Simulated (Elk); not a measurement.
**As: optical spectrum from first principles**

Aim: the dielectric function of As, and the optical constants that follow from it.

Main program and level: Elk 11.2.3 (patched build); DFT, LDA, all-electron APW+lo, Dirac cores, scalar-relativistic bands, independent-particle optical response without local fields.

### Step 1. The starting structure

It takes space group R-3m (No. 166, trigonal). Conventional cell: a = 3.762 Å, b = 3.762 Å, c = 10.542 Å, α = 90.00°, β = 90.00°, γ = 120.00°. Nearest to As lie 3 As at 2.51 Å.

### Step 2. Ground state

First the ground state: is it a metal or has it a gap?

This step: DFT, LDA, all-electron APW+lo, Dirac cores, scalar-relativistic bands, ground state (Elk 11.2.3 (patched build)).

Contents of elk.in:

```
tasks
  0
  120

xctype
  3

nempty
  12

lorbcnd
  .true.

rgkmax
  7.0

swidth
  0.0018375

maxscl
  100

epsengy
  1e-05

sppath
  './'

avec
  3.554191034552 2.052013150519 6.640614754571
  -3.554191034552 2.052013150519 6.640614754571
  0.000000000000 -4.104026301132 6.640614754542

atoms
  1
  'As.in'
  2
  0.226000000000 0.226000000000 0.226000000000   0.000 0.000 0.000
  0.774000000000 0.774000000000 0.774000000000   0.000 0.000 0.000

ngridk
  10 10 10
```

On the command line:

```
$ OMP_NUM_THREADS=4 elk
```

The log of the run:

```text
┌─────────────────────────┐
│ Elk code version 11.2.3 │
└─────────────────────────┘

All units are atomic (Hartree, Bohr, etc.)

┌─────────────────────────────────────────────────┐
│ Ground-state run starting from atomic densities │
└─────────────────────────────────────────────────┘

Lattice vectors :
   3.554191035       2.052013151       6.640614755
  -3.554191035       2.052013151       6.640614755
   0.000000000      -4.104026301       6.640614755

Reciprocal lattice vectors :
  0.8839121541      0.5103269201      0.3153917491
 -0.8839121541      0.5103269201      0.3153917491
 -0.1171028061E-16  -1.020653840      0.3153917491

Unit cell volume      :    290.5898516
Brillouin zone volume :   0.8536093470

Muffin-tin inner radius fraction :   0.1000000000E-01

Nuclei treated as point charges

Species : 1 (As)
 parameters loaded from : As.in
 name : arsenic
 nuclear charge    :   -33.00000000
 electronic charge :    33.00000000
 atomic mass :    136573.7220
 muffin-tin radius :    2.343111386
 number of radial points in muffin-tin :    497
 inner part over the whole radius :   0.9775504648E-02
 number on inner part of muffin-tin    :    351
 approximate nuclear radius :   0.7712558785E-04
 number of mesh points to nuclear radius :    171
 atomic positions (lattice), magnetic fields (Cartesian) :
  1 :   0.22600000  0.22600000  0.22600000    0.00000000  0.00000000  0.00000000
  2 :  -0.22600000 -0.22600000 -0.22600000    0.00000000  0.00000000  0.00000000

Total number of atoms per unit cell :    2
Total muffin-tin volume :    107.7698822
 ratio of muffin-tin to unit cell volume :   0.3708659528

Spin treatment :
 spin-unpolarised

Number of Bravais lattice symmetries :   12
Number of crystal symmetries         :   12
Crystal has inversion symmetry
Real symmetric eigensolver will be used

k-point grid :     10    10    10
k-point offset :    0.000000000       0.000000000       0.000000000
k-point set is reduced with full crystal symmetry group
Total number of k-points :      116

Muffin-tin radius times maximum |G+k| :    7.000000000
 using average radius
Maximum |G+k| for APW functions       :    2.987480682
Maximum (1/2)|G+k|²                   :    4.462520412
Maximum |G| for potential and density :    12.00000000
Constant for pseudocharge density :    7
 order of it for each species :   14
 order of it for pair densities of each species (exact exchange by exxq0 0: 14) :   10
Radial integration step length :    1

G-vector grid sizes :     30    30    30
Number of G-vectors :     8467

Maximum angular momentum used for
 APW functions            :    8
 outer part of muffin-tin :    6
 inner part of muffin-tin :    2

Total nuclear charge    :   -66.00000000
Total core charge       :    36.00000000
Total valence charge    :    30.00000000
Total excess charge     :    0.000000000
Total electronic charge :    66.00000000

Effective Wigner radius, rₛ :    1.016754179

Number of empty states         :     24
Total number of valence states :     40
Total number of core states    :     36

Conduction state local-orbitals added automatically
Third-order local-orbitals added for an l without core states : F
Total number of local-orbitals :    128

Exchange-correlation functional :      3     0     0
 Perdew-Wang/Ceperley-Alder, Phys. Rev. B 45, 13244 (1992)
 gradient requirement :    0
 local density approximation (LDA)

Smearing type :    3
 Fermi-Dirac
Smearing width :   0.1837500000E-02
Effective electronic temperature (K) :    580.2366081

Mixing type :    3
 Broyden mixing, J. Phys. A: Math. Gen. 17, L317 (1984)

Kohn-Sham potential initialised from atomic data

┌──────────────────────────────┐
│ Self-consistent loop started │
└──────────────────────────────┘

┌─────────────────┐
│ Loop number : 1 │
└─────────────────┘

Energies :
 Fermi                       :     0.126415
 sum of occupied eigenvalues :     -2612.5716578537
 electron kinetic            :      4615.0820126119
 core electron kinetic       :      4251.1785620878
 Coulomb                     :     -8970.0703884034
 Coulomb potential           :     -7007.5298630956
 nuclear-nuclear             :     -579.20650693145
 electron-nuclear            :     -9785.4550761770
 Hartree                     :      1394.5911947050
 Madelung                    :     -5466.3054568556
 xc potential                :     -220.12380737004
 exchange                    :     -155.59113117825
 correlation                 :     -5.950508
 electron entropic           :    -0.647842E-04
 total energy                :     -4516.5300797250

Density of states at Fermi energy :    6.172866285
 (states/Hartree/unit cell)

Estimated indirect band gap :   0.1991471455E-02
 from k-point 35 to k-point 99
Estimated direct band gap   :   0.2710396323E-01
 at k-point 115

Charges :
 core                        :    36.00000000
 valence                     :    30.00000000
 interstitial                :    3.415042517
 muffin-tins (core leakage)
  species : 1 (As)
   atom 1                    :    31.29247874     (  0.2045770081E-03)
   atom 2                    :    31.29247874     (  0.2045770081E-03)
 total in muffin-tins        :    62.58495748
 total calculated charge     :    65.99918675
 total charge                :    66.00000000
 error                       :   0.8132497589E-03

┌─────────────────┐
│ Loop number : 2 │
└─────────────────┘

Energies :
 Fermi                       :     0.127399
 sum of occupied eigenvalues :     -2612.5141317614
 electron kinetic            :      4613.4229458564
 core electron kinetic       :      4250.2433723995
 Coulomb                     :     -8970.0809320238
 Coulomb potential           :     -7007.5316740549
 nuclear-nuclear             :     -579.20650693145
 electron-nuclear            :     -9785.4743892607
 Hartree                     :      1394.5999641683
 Madelung                    :     -5466.3150949963
 xc potential                :     -218.40540356287
 exchange                    :     -155.59165638874
 correlation                 :     -5.950515
 electron entropic           :    -0.648024E-04
 total energy                :     -4518.2002226397

Density of states at Fermi energy :    6.174445259
 (states/Hartree/unit cell)

Estimated indirect band gap :   0.1999153797E-02
 from k-point 35 to k-point 99
Estimated direct band gap   :   0.2709337808E-01
 at k-point 115

Charges :
 core                        :    36.00000000
 valence                     :    30.00000000
 interstitial                :    3.415263838
 muffin-tins (core leakage)
  species : 1 (As)
   atom 1                    :    31.29236808     (  0.2045226060E-03)
   atom 2                    :    31.29236808     (  0.2045226060E-03)
 total in muffin-tins        :    62.58473616
 total calculated charge     :    65.99918719
 total charge                :    66.00000000
 error                       :   0.8128130855E-03

RMS change in Kohn-Sham potential (target) :   0.7041372128E-01 (  0.1000000000E-05)
Absolute change in total energy (target)   :    1.670142915     (  0.1000000000E-04)

[... 12 loops left out ...]

┌──────────────────┐
│ Loop number : 15 │
└──────────────────┘

Energies :
 Fermi                       :     0.237511
 sum of occupied eigenvalues :     -2605.6798026416
 electron kinetic            :      4615.9945395638
 core electron kinetic       :      4251.3995876692
 Coulomb                     :     -8970.5637955507
 Coulomb potential           :     -7007.6586041240
 nuclear-nuclear             :     -579.20650693145
 electron-nuclear            :     -9786.3271909339
 Hartree                     :      1394.9699023146
 Madelung                    :     -5466.7344934888
 xc potential                :     -214.01573808143
 exchange                    :     -155.61523519927
 correlation                 :     -5.950749
 electron entropic           :    -0.671465E-04
 total energy                :     -4516.1353077436

Density of states at Fermi energy :    6.404890738
 (states/Hartree/unit cell)

Estimated indirect band gap :   0.2325759182E-02
 from k-point 35 to k-point 75
Estimated direct band gap   :   0.2578157267E-01
 at k-point 115

Charges :
 core                        :    36.00000000
 valence                     :    30.00000000
 interstitial                :    3.437237609
 muffin-tins (core leakage)
  species : 1 (As)
   atom 1                    :    31.28138120     (  0.1999057826E-03)
   atom 2                    :    31.28138120     (  0.1999057826E-03)
 total in muffin-tins        :    62.56276239
 total calculated charge     :    65.99922748
 total charge                :    66.00000000
 error                       :   0.7725161874E-03

RMS change in Kohn-Sham potential (target) :   0.2800260527E-08 (  0.1000000000E-05)
Absolute change in total energy (target)   :   0.3843136255E-05 (  0.1000000000E-04)

Convergence targets achieved

┌──────────────────┐
│ Loop number : 16 │
└──────────────────┘

Energies :
 Fermi                       :     0.237511
 sum of occupied eigenvalues :     -2605.6798026788
 electron kinetic            :      4615.9945395207
 core electron kinetic       :      4251.3995876502
 Coulomb                     :     -8970.5637955398
 Coulomb potential           :     -7007.6586041316
 nuclear-nuclear             :     -579.20650693145
 electron-nuclear            :     -9786.3271909073
 Hartree                     :      1394.9699022989
 Madelung                    :     -5466.7344934740
 xc potential                :     -214.01573806787
 exchange                    :     -155.61523519880
 correlation                 :     -5.950749
 electron entropic           :    -0.671465E-04
 total energy                :     -4516.1353077752

Density of states at Fermi energy :    6.404890820
 (states/Hartree/unit cell)

Estimated indirect band gap :   0.2325759031E-02
 from k-point 35 to k-point 75
Estimated direct band gap   :   0.2578157226E-01
 at k-point 115

Charges :
 core                        :    36.00000000
 valence                     :    30.00000000
 interstitial                :    3.437237613
 muffin-tins (core leakage)
  species : 1 (As)
   atom 1                    :    31.28138119     (  0.1999057828E-03)
   atom 2                    :    31.28138119     (  0.1999057828E-03)
 total in muffin-tins        :    62.56276239
 total calculated charge     :    65.99922748
 total charge                :    66.00000000
 error                       :   0.7725161829E-03

┌──────────────────────────────┐
│ Self-consistent loop stopped │
└──────────────────────────────┘

Warning : core states of species 1 leak from the muffin-tin :   0.1999057828E-03

Wrote STATE.OUT
```

The job ended after 13 s (4 threads of Arm Neoverse V1, shared host; peak memory 0.08 GiB; 47 s of CPU time).

Read from the output:

```
total energy           : -4516 Ha
Fermi energy           : 6.463 eV
DOS at the Fermi level : 0.2354 states/eV/cell
```

There are states at the Fermi level within the smearing, so the occupations stay smeared and the carriers get a Drude term.

### Step 3. Independent particles

With the density converged, the vertical transitions are summed over the zone.

This step: DFT, LDA, all-electron APW+lo, Dirac cores, scalar-relativistic bands, independent-particle optical response without local fields (Elk 11.2.3 (patched build)).

Edit elk.in of step 2 so:

```diff
@@ -1,4 +1,10 @@
 tasks
-  0
-  120
+  121
+
+optcomp
+  1 1
+  3 3
+
+intraband
+  .true.
 
@@ -17,9 +23,7 @@
 swidth
-  0.0018375
+  0.0055124
 
-maxscl
-  100
-
-epsengy
-  1e-05
+wplot
+  400 100 0
+  0.0 0.58799
```

On the command line:

```
$ OMP_NUM_THREADS=4 elk
```

The log of the run:

```text
┌─────────────────────────────────┐
│ Elk code version 11.2.3 started │
└─────────────────────────────────┘

┌────────────────────┐
│ Current task : 121 │
└────────────────────┘
Info(checkmt): changed muffin-tin radius of species 1 (As) from   2.4000 to   2.3431

Info(dielectric):
 dielectric tensor written to EPSILON_ij.OUT
 optical conductivity written to SIGMA_ij.OUT
 plasma frequency written to PLASMA_ij.OUT
 for components
  i = 1, j = 1
  i = 3, j = 3

┌──────────────────┐
│ Elk code stopped │
└──────────────────┘
```

Run time: 2.7 s. Hardware: 4 threads; peak memory 0.03 GiB; 11 s of CPU time.

Numbers from this step:

```
Drude plasma energy, first axis : 2.708 eV
```

The Im ε has structure finer than the step of the table below, so its rows give means over 0.5 eV. Peaks (eV: height): E ∥ x 0.72: 46.1, 1.28: 41.2, 1.80: 55.5; E ∥ z 1.84: 32.5, 2.92: 35.9.

Sum at mesh points, not converged in k. Table of Im ε by photon energy; means over each step:

```
photon energy (eV)  E ∥ x  E ∥ z
               1.0   34.0   10.2
               1.5   41.8   18.3
               2.0   36.3   21.8
               2.5   24.7   22.1
               3.0   23.4   34.0
               3.5   18.2   23.0
               4.0   14.3   15.9
               4.5   9.94   9.87
               5.0   8.67   7.69
               5.5   8.47   6.35
               6.0   5.95   5.56
               6.5   3.77   3.66
               7.0   2.67   2.67
               7.5   2.24   2.83
               8.0   2.47   3.77
               8.5   2.62   4.22
               9.0   2.64   3.28
               9.5   1.99   2.57
              10.0   1.68   2.11
              10.5   1.35   1.97
              11.0   1.09   1.41
              11.5   1.04   1.32
              12.0  0.869   1.15
              12.5  0.765  0.971
              13.0  0.614  0.814
              13.5  0.564  0.777
              14.0  0.559  0.706
              14.5  0.505  0.642
              15.0  0.456  0.518
              15.5  0.407  0.482
```

Values under 1 per cm are given as 1; sum at mesh points, not converged in k. Table of absorption coefficient by photon energy:

```
photon energy (eV)  E ∥ x (1/cm)  E ∥ z (1/cm)
              1.00         2.4e5         1.1e5
              2.00         9.8e5         5.5e5
              3.00         1.1e6         1.2e6
              4.00         1.4e6         1.6e6
              5.00         1.4e6         1.4e6
              6.00         1.7e6         1.5e6
              7.00         1.5e6         1.3e6
              8.00         1.4e6         1.3e6
              9.00         1.6e6         1.7e6
             10.00         1.6e6         1.6e6
             11.00         1.4e6         1.5e6
             12.00         1.4e6         1.5e6
             13.00         1.3e6         1.4e6
             14.00         1.2e6         1.3e6
             15.00         1.1e6         1.3e6
```

The reflectivity at normal incidence has structure finer than the step of the table below, so its rows give means over 0.5 eV. Peaks (eV: height): E ∥ x 0.68: 62.4, 1.92: 70.2, 3.48: 63.7, 4.20: 62.1, 6.36: 67.6, 10.68: 60.7, 12.88: 56.2; E ∥ z 1.84: 57.2, 3.52: 66.9, 4.12: 67.0, 6.28: 61.8, 9.12: 52.5, 10.72: 56.4, 12.56: 55.5.

Sum at mesh points, not converged in k. The reflectivity at normal incidence by photon energy; means over each step:

```
photon energy (eV)  E ∥ x (%)  E ∥ z (%)
               1.0       58.0       40.4
               1.5       60.7       50.0
               2.0       64.5       49.9
               2.5       56.7       50.5
               3.0       58.4       60.8
               3.5       61.4       64.2
               4.0       60.7       63.6
               4.5       59.8       62.1
               5.0       56.2       59.3
               5.5       58.1       57.0
               6.0       63.6       57.2
               6.5       66.9       59.2
               7.0       65.3       53.5
               7.5       58.8       37.0
               8.0       49.4       35.3
               8.5       44.8       39.6
               9.0       50.9       50.5
               9.5       52.3       48.1
              10.0       55.1       50.2
              10.5       57.1       50.6
              11.0       54.9       52.7
              11.5       53.0       49.9
              12.0       54.6       50.5
              12.5       54.0       52.5
              13.0       55.0       50.4
              13.5       50.6       47.4
              14.0       47.0       46.1
              14.5       46.6       47.4
              15.0       44.9       48.4
              15.5       43.4       45.6
```

Sum at mesh points, not converged in k. Table of loss function −Im 1/ε at q → 0 by energy loss; read off at these points:

```
energy loss (eV)   E ∥ x   E ∥ z
             0.5  0.0132  0.0356
             1.0  0.0161  0.0297
             1.5  0.0183  0.0168
             2.0  0.0270  0.0490
             2.5  0.0423  0.0270
             3.0  0.0416  0.0281
             3.5  0.0453  0.0345
             4.0  0.0534  0.0437
             4.5  0.0698  0.0652
             5.0  0.0817  0.0778
             5.5  0.0759  0.0956
             6.0  0.0787   0.104
             6.5  0.0862   0.127
             7.0   0.109   0.183
             7.5   0.161   0.308
             8.0   0.223   0.227
             8.5   0.254   0.206
             9.0   0.195   0.171
             9.5   0.240   0.237
            10.0   0.225   0.239
            10.5   0.233   0.234
            11.0   0.315   0.293
            11.5   0.350   0.340
            12.0   0.368   0.350
            12.5   0.426   0.350
            13.0   0.508   0.489
            13.5   0.690   0.582
            14.0   0.811   0.675
            14.5   0.925   0.665
            15.0    1.14   0.838
            15.5    1.39    1.03
```

From ε follow the optical constants at some laser lines:

```
wavelength (nm)   n x    k x  R (%) x   1/α x   n z    k z  R (%) z   1/α z
            800  6.14  3.302     60.3   19 nm  5.49  1.671     51.1   38 nm
            633  3.68  5.204     70.0  9.7 nm  3.72  3.090     53.2   16 nm
            532  3.74  3.519     57.1   12 nm  4.57  2.014     47.9   21 nm
            405  3.12  3.653     58.8  8.8 nm  4.15  4.101     61.7  7.9 nm
            365  2.64  3.925     63.2  7.4 nm  3.22  4.319     64.7  6.7 nm
            308  2.05  3.477     61.6  7.0 nm  2.16  3.864     65.3  6.3 nm
            193  0.77  2.507     67.3  6.1 nm  0.84  2.199     59.1  7.0 nm
```

In reflection the computed colour is faintly violet: x = 0.314, y = 0.316, luminous reflectivity 53 %.

### Step 4. What came out

* Drude plasma energy, first axis: 2.71 eV

In words: At this level (LDA, independent particles) As is a semimetal or has a tiny gap, with few carriers whose number hangs on mesh and smearing, and a Drude plasma energy of 2.7 eV along x and 3.4 eV along z. The mesh is too coarse to trust the carriers' weight, the reflectivity or the colour to better than tens of per cent. Along x the bare Drude plasma energy is 2.7 eV; Re ε first rises through zero at 0.33 eV, far lower, because interband transitions screen the carriers. Im ε is 32 there, so the loss peak at that energy is weak. In reflection the computed colour is faintly violet: x = 0.314, y = 0.316, luminous reflectivity 53 %. The carriers' damping of 0.15 eV is typed, not computed; at 0.8 eV the carriers give 6 % of Im ε, the rest is interband. The sum runs over mesh points 0.20 Å⁻¹ apart with no interpolation, so peaks are partly noise of the mesh, and the Drude plasma energy, a sum over the Fermi surface, isn't converged.

[Long decimals in the printed logs are rounded to 6 places.]

[Machine, clock and banner lines and Python warnings are left out of the logs.]

[Logs are printed without paths, hosts, clocks, repeated set-up lines and the standing remarks that a program may print on its own settings, such as how far it seeks lower states.]

[Hosts, paths, dates, database ids (printed as entryN), source tags and the programs' standing remarks are cut or masked in the printed files.]

[Where Elk ran, warnings of its patched build on accuracy (core leakage, angular cutoffs, spin-orbit splittings, empty states, lower magnetic states) are left out.]

[Where the starting crystal was built by hand or by swapping elements, it need not be the compound's stable phase.]

[The count of steps not shown may lack steps that the program refused or didn't finish.]
